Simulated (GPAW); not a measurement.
# SrCl2: optical spectrum from first principles, part 2 of 2

Aim: the dielectric function of SrCl2, and the optical constants that follow from it.

GPAW 26.7.0; DFT, LDA, plane-wave PAW (GPAW data sets), scalar-relativistic, RPA, optical limit.

So far. Step 2 (Ground state): There is a gap, 4.88 eV on this mesh (points off the mesh can give less), so no carriers' term is needed.

## Step 4: Dielectric function, RPA

Transitions between filled and empty bands, summed over the zone, give the optical response, so mesh, band count and broadening shape it.

The induced potential is part of this response.

This step: DFT, LDA, plane-wave PAW (GPAW data sets), scalar-relativistic, RPA, optical limit (GPAW 26.7.0).

Contents of df.py:

```python
from gpaw.response.df import DielectricFunction

df = DielectricFunction('full.gpw', frequencies={'type': 'nonlinear', 'domega0': 0.03, 'omega2': 8},
                        ecut=30,
                        eta=0.2,
                        nbands=25,
                        txt='df.txt')
for direction in ['x']:
    df.get_dielectric_function(xc='RPA', direction=direction, filename=f'df_{direction}.csv')
```

Run with:

```console
$ OMP_NUM_THREADS=1 python df.py
```

The program printed:

```text
Using integrator: PointIntegrator
NonLinearFrequencyDescriptor(from 0.000 to 49.462 eV, 464 points)
Nonperiodic BCs:  [False False False]
Using integrator: PointIntegrator
NonLinearFrequencyDescriptor(from 0.000 to 49.462 eV, 464 points)
Nonperiodic BCs:  [False False False]

Calculating chi0 body with:
    Ground state adapter containing:
    Number of spins: 1
    Number of kpoints: 512
    Number of irreducible kpoints: 29
    Number of completely occupied states: 12
    Number of partially occupied states: 12

    Linear response parametrization:
    q_c: [0.0, 0.0, 0.0]
    Number of frequency points: 464
    Planewave cutoff: 30.0
    Number of bands: 25
    Number of planewaves: 27
    Broadening (eta): 0.2

Integrating chi0 body.

Symmetries of q_c:
    Direct symmetries (Uq -> q): 48
    Indirect symmetries (TUq -> q): 0
In total 48 allowed symmetries.

29 groups of equivalent kpoints. 94.3359375% reduction.

Integral kind: spectral function

Calculating chi0 optical extensions with:
    Ground state adapter containing:
    Number of spins: 1
    Number of kpoints: 512
    Number of irreducible kpoints: 29
    Number of completely occupied states: 12
    Number of partially occupied states: 12

    Linear response parametrization:
    Number of frequency points: 464
    Planewave cutoff: 30.0
    Number of bands: 25
    Number of planewaves: 27
    Broadening (eta): 0.2
Integrating chi0 head and wings.

Symmetries of q_c:
    Direct symmetries (Uq -> q): 48
    Indirect symmetries (TUq -> q): 0
In total 48 allowed symmetries.

29 groups of equivalent kpoints. 94.3359375% reduction.

Integral kind: spectral function wings
```

The job ended after 6.7 s (1 thread of Arm Neoverse V2, shared host; peak memory 0.22 GiB).

Read-outs, printed or worked out from the files:

- electronic dielectric constant ε∞, mean over x, y and z (by symmetry where fewer were run): 2.829
- main peak of Im epsilon, first axis: 7.375 eV

Some rows of df_x.csv (energy; Re and Im without local fields; Re and Im with them):

```text
0.000000, 3.177806, -0.000000, 2.828765, -0.000000
0.366838, 3.181751, 0.004322, 2.831841, 0.003370
0.747880, 3.194319, 0.008940, 2.841638, 0.006968
1.143969, 3.216939, 0.014033, 2.859266, 0.010933
1.556014, 3.251627, 0.019852, 2.886282, 0.015456
1.984998, 3.301272, 0.026769, 2.924920, 0.020825
2.431988, 3.370131, 0.035371, 2.978465, 0.027492
2.898142, 3.464737, 0.046653, 3.051965, 0.036232
3.384719, 3.595689, 0.062469, 3.153641, 0.048505
3.893091, 3.781669, 0.086758, 3.298103, 0.067477
4.424758, 4.060244, 0.130076, 3.515291, 0.101977
4.981356, 4.525281, 0.242970, 3.882604, 0.197993
5.564682, 5.283640, 0.774681, 4.461772, 0.680524
6.176709, 5.964135, 1.735967, 4.803320, 1.378932
6.819608, 6.508224, 3.745230, 5.090063, 2.582222
7.495775, 2.911046, 6.522612, 3.171793, 4.569451
8.207861, 0.709551, 4.745498, 1.386176, 3.848521
8.958808, 1.251140, 3.523847, 1.313565, 2.652784
9.751884, -0.103972, 3.363538, 0.755507, 2.771148
10.590737, 0.401112, 2.088687, 0.626604, 1.708998
```

Values under the direct gap are tails of Lorentzian lines. Table of Im ε, E ∥ x by photon energy; read off at these points:

```csv
photon energy (eV),"Im ε, E ∥ x"
0.000,0
0.250,0.00229
0.500,0.00461
0.750,0.00699
1.000,0.00946
1.250,0.0121
1.500,0.0148
1.750,0.0178
2.000,0.0210
2.250,0.0246
2.500,0.0286
2.750,0.0332
3.000,0.0385
3.250,0.0447
3.500,0.0521
3.750,0.0612
4.000,0.0728
4.250,0.0880
4.500,0.109
4.750,0.142
5.000,0.205
5.250,0.328
5.500,0.563
5.750,0.897
6.000,1.06
6.250,1.54
6.500,1.76
6.750,2.37
7.000,3.17
7.250,4.44
7.381,4.67
7.500,4.57
7.750,4.49
8.000,4.10
8.250,3.78
8.500,3.23
8.750,2.79
9.000,2.69
9.250,2.88
9.500,2.88
9.750,2.77
10.000,2.49
10.250,2.05
10.500,1.75
```

Re ε, E ∥ x against photon energy:

photon energy (eV), Re ε, E ∥ x and a bar:
```
     0.00       2.83 ################
     0.25       2.83 ################
     0.50       2.83 ################
     0.75       2.84 ################
     1.00       2.85 ################
     1.25       2.87 ################
     1.50       2.88 ################
     1.75       2.90 ################
     2.00       2.93 ################
     2.25       2.95 ################
     2.50       2.99 #################
     2.75       3.03 #################
     3.00       3.07 #################
     3.25       3.12 #################
     3.50       3.18 ##################
     3.75       3.25 ##################
     4.00       3.34 ###################
     4.25       3.43 ###################
     4.50       3.55 ####################
     4.75       3.70 #####################
     5.00       3.90 ######################
     5.25       4.12 ########################
     5.50       4.41 #########################
     5.75       4.41 #########################
     6.00       4.66 ###########################
     6.25       4.81 ############################
     6.50       4.79 ############################
     6.75       5.09 ##############################
     7.00       5.13 ##############################
     7.25       4.46 ##########################
     7.50       3.16 ##################
     7.75       2.42 #############
     8.00       1.72 #########
     8.25       1.29 ######
     8.50       1.04 ####
     8.75       1.05 ####
     9.00       1.34 ######
     9.25       1.27 ######
     9.50       0.95 ####
     9.75       0.76 ###
    10.00       0.37 
    10.25       0.35 
    10.50       0.54 #
```

Values under the direct gap are tails of Lorentzian lines. Loss function −Im 1/ε at q → 0, E ∥ x against energy loss; read off at these points:

energy loss (eV), loss function −Im 1/ε at q → 0, E ∥ x and a bar:
```
     0.00      0.000 
     0.25      0.000 
     0.50      0.001 
     0.75      0.001 
     1.00      0.001 
     1.25      0.001 
     1.50      0.002 
     1.75      0.002 
     2.00      0.002 
     2.25      0.003 
     2.50      0.003 
     2.75      0.004 
     3.00      0.004 
     3.25      0.005 
     3.50      0.005 
     3.75      0.006 
     4.00      0.007 
     4.25      0.007 
     4.50      0.009 
     4.75      0.010 #
     5.00      0.013 #
     5.25      0.019 #
     5.50      0.028 ##
     5.75      0.044 ###
     6.00      0.046 ###
     6.25      0.061 ###
     6.50      0.067 ####
     6.75      0.075 ####
     7.00      0.087 #####
     7.25      0.112 ######
     7.50      0.148 #########
     7.75      0.173 ##########
     8.00      0.208 ############
     8.25      0.237 ##############
     8.50      0.280 ################
     8.75      0.314 ##################
     9.00      0.298 #################
     9.25      0.291 #################
     9.50      0.314 ##################
     9.75      0.336 ###################
    10.00      0.394 #######################
    10.25      0.475 ###########################
    10.50      0.522 ##############################
```

The reflectivity at normal incidence, E ∥ x by photon energy; read off at these points:

photon energy (eV), reflectivity at normal incidence, E ∥ x (%) and a bar from the least value:
```
    0.000        6.5 
    0.250        6.5 
    0.500        6.5 
    0.750        6.5 
    1.000        6.6 
    1.250        6.6 
    1.500        6.7 
    1.750        6.8 #
    2.000        6.9 #
    2.250        7.0 #
    2.500        7.1 #
    2.750        7.3 ##
    3.000        7.5 ##
    3.250        7.7 ##
    3.500        7.9 ###
    3.750        8.2 ###
    4.000        8.6 ####
    4.250        8.9 #####
    4.500        9.4 ######
    4.750       10.0 #######
    5.000       10.8 ########
    5.250       11.6 ##########
    5.500       12.8 ############
    5.750       13.2 ############
    6.000       14.2 ##############
    6.250       15.4 #################
    6.500       15.7 #################
    6.750       17.7 #####################
    7.000       19.6 ########################
    7.250       22.3 #############################
    7.323       22.6 ##############################
    7.500       22.2 #############################
    7.750       22.3 #############################
    8.000       21.6 ############################
    8.250       21.1 ###########################
    8.500       19.2 ########################
    8.750       16.7 ###################
    9.000       15.2 ################
    9.250       16.5 ###################
    9.500       17.7 #####################
    9.750       17.9 #####################
    9.957       19.1 #######################
   10.000       18.8 #######################
   10.250       16.5 ###################
   10.500       13.1 ############
```

Values under the direct gap are tails of Lorentzian lines. Table of Im ε, E ∥ x by photon energy; read off at these points:

```csv
photon energy (eV),without local fields,with local fields
0.000,0,0
0.250,0.00294,0.00229
0.500,0.00591,0.00461
0.750,0.00897,0.00699
1.000,0.0121,0.00946
1.250,0.0155,0.0121
1.500,0.0190,0.0148
1.750,0.0229,0.0178
2.000,0.0270,0.0210
2.250,0.0317,0.0246
2.500,0.0368,0.0286
2.750,0.0427,0.0332
3.000,0.0496,0.0385
3.250,0.0575,0.0447
3.500,0.0671,0.0521
3.750,0.0788,0.0612
4.000,0.0935,0.0728
4.250,0.113,0.0880
4.500,0.139,0.109
4.750,0.179,0.142
5.000,0.251,0.205
5.250,0.387,0.328
5.500,0.648,0.563
5.750,1.02,0.897
6.000,1.29,1.06
6.250,1.97,1.54
6.500,2.38,1.76
6.750,3.40,2.37
7.000,4.77,3.17
7.250,6.73,4.44
7.323,6.92,4.64
7.381,6.86,4.67
7.500,6.51,4.57
7.750,5.95,4.49
8.000,5.24,4.10
8.250,4.60,3.78
8.500,3.82,3.23
8.750,3.42,2.79
9.000,3.62,2.69
9.250,3.97,2.88
9.284,3.98,2.90
9.500,3.73,2.88
9.750,3.37,2.77
10.000,2.70,2.49
10.250,2.24,2.05
10.500,2.07,1.75
```

At chosen wavelengths:

```csv
wavelength (nm),n,k,R (%),1/α
1550,1.69,0.002,6.5,56 µm
1064,1.69,0.003,6.6,26 µm
532,1.72,0.008,7.0,5.6 µm
450,1.74,0.010,7.3,3.7 µm
405,1.76,0.011,7.5,2.8 µm
365,1.78,0.014,7.8,2.1 µm
248,1.98,0.052,10.8,381 nm
```

Below the direct gap, k and the depth come from the tails of the Lorentzian lines, not from transitions.

Rows near the edge hang on the gap, which this functional as a rule makes too small, and phonon-assisted absorption is left out.

## Step 5: Summary of results

| Item | Value |
| --- | --- |
| electronic dielectric constant ε∞, mean over x, y and z (by symmetry where fewer were run) (RPA) | 2.83 |
| main peak of Im epsilon, first axis | 7.38 eV |

At this level (LDA, RPA) SrCl2 has ε∞ = 2.83 and n = 1.69 at 1550 nm, and Im ε peaks at 7.4 eV. On the mesh the gap is 4.88 eV and the least direct gap 5.17 eV, so on this mesh the band edges lie at different points. Local fields change the static value along x from 3.18 to 2.83 (-11 %). Distinct maxima of Im ε, read by a parabola through the highest points, lie at 7.38 eV (4.7) and 9.37 eV (2.9). Excitons and phonon-assisted transitions are missing; LDA gaps are as a rule too small, which pulls the onset down and ε∞ up. The sum runs over mesh points, so small or evenly spaced maxima can still be ripples of the mesh. The curves end at 11 eV, about where the summed bands run out.

[Machine, clock and banner lines and Python warnings are left out of the logs.]

[Logs are printed without paths, hosts, clocks, repeated set-up lines and the standing remarks that a program may print on its own settings, such as how far it seeks lower states.]

[Hosts, paths, dates, database ids (printed as entryN), source tags and the programs' standing remarks are cut or masked in the printed files.]
